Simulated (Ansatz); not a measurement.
An input for Ansatz 0.2.0 (K2YInBr6 (double perovskite (elpasolite)) (Fm-3m)):

The structure was built from a prototype and need not be the compound's stable phase.

```yaml
crystal:
  lattice:
    - [0.0, 5.7062557021, 5.7062557021]
    - [5.7062557021, 0.0, 5.7062557021]
    - [5.7062557021, 5.7062557021, 0.0]
  atoms:
    - { symbol: K, position: [0.25, 0.25, 0.25] }
    - { symbol: K, position: [0.75, 0.75, 0.75] }
    - { symbol: In, position: [0.0, 0.0, 0.0] }
    - { symbol: "Y", position: [0.5, 0.5, 0.5] }
    - { symbol: Br, position: [0.2615945249, 0.7384054751, 0.7384054751] }
    - { symbol: Br, position: [0.2615945249, 0.7384054751, 0.2615945249] }
    - { symbol: Br, position: [0.7384054751, 0.2615945249, 0.7384054751] }
    - { symbol: Br, position: [0.7384054751, 0.2615945249, 0.2615945249] }
    - { symbol: Br, position: [0.7384054751, 0.7384054751, 0.2615945249] }
    - { symbol: Br, position: [0.2615945249, 0.2615945249, 0.7384054751] }
kpoints:
  mp_grid: { grid: [2, 2, 2] }
  band_path:
    path:
      - [0.0, 0.0, 0.0]
      - [0.5, 0.0, 0.5]
      - [0.625, 0.25, 0.625]
      - [0.375, 0.375, 0.75]
      - [0.5, 0.5, 0.5]
      - [0.5, 0.25, 0.75]
    npoints: 1
hamiltonian:
  xc: pbe0
scf:
  occupations: { method: fixed }
  n_extra_bands: 7
output:
  eigenvalues: true
```

```sh
ansatz run input.yaml --threads 4 --pin off --max-ram 17510MiB --backend cpu --events-out ev --progress --plain --runs-dir out
```

Estimate wall time and host memory on 4 threads of Arm Neoverse V1, shared host.

It took 70 s; on shared hardware allow 35 s to 2.3 min. Peak host memory was 2.6 GiB. The sizes that set the cost: 7343 plane waves a state, 3 irreducible k points and 14 SCF cycles.

Exact exchange couples every pair of k points and filled bands, so it costs far more than a semilocal run.

[Paths, hosts, dates, memory and timing lines, banners, echoed tables and standing remarks are left out of the program output.]

[Logs are printed without paths, hosts, clocks, repeated set-up lines and the standing remarks that a program may print on its own settings, such as how far it seeks lower states.]

[Runs of the session that timed out or met a known fault of the program may be left out.]

[Cells called generated may have been cut or substituted from an entry of the Crystallography Open Database or the Materials Project.]

[Hosts, paths, dates, database ids (printed as entryN), source tags and the programs' standing remarks are cut or masked in the printed files.]
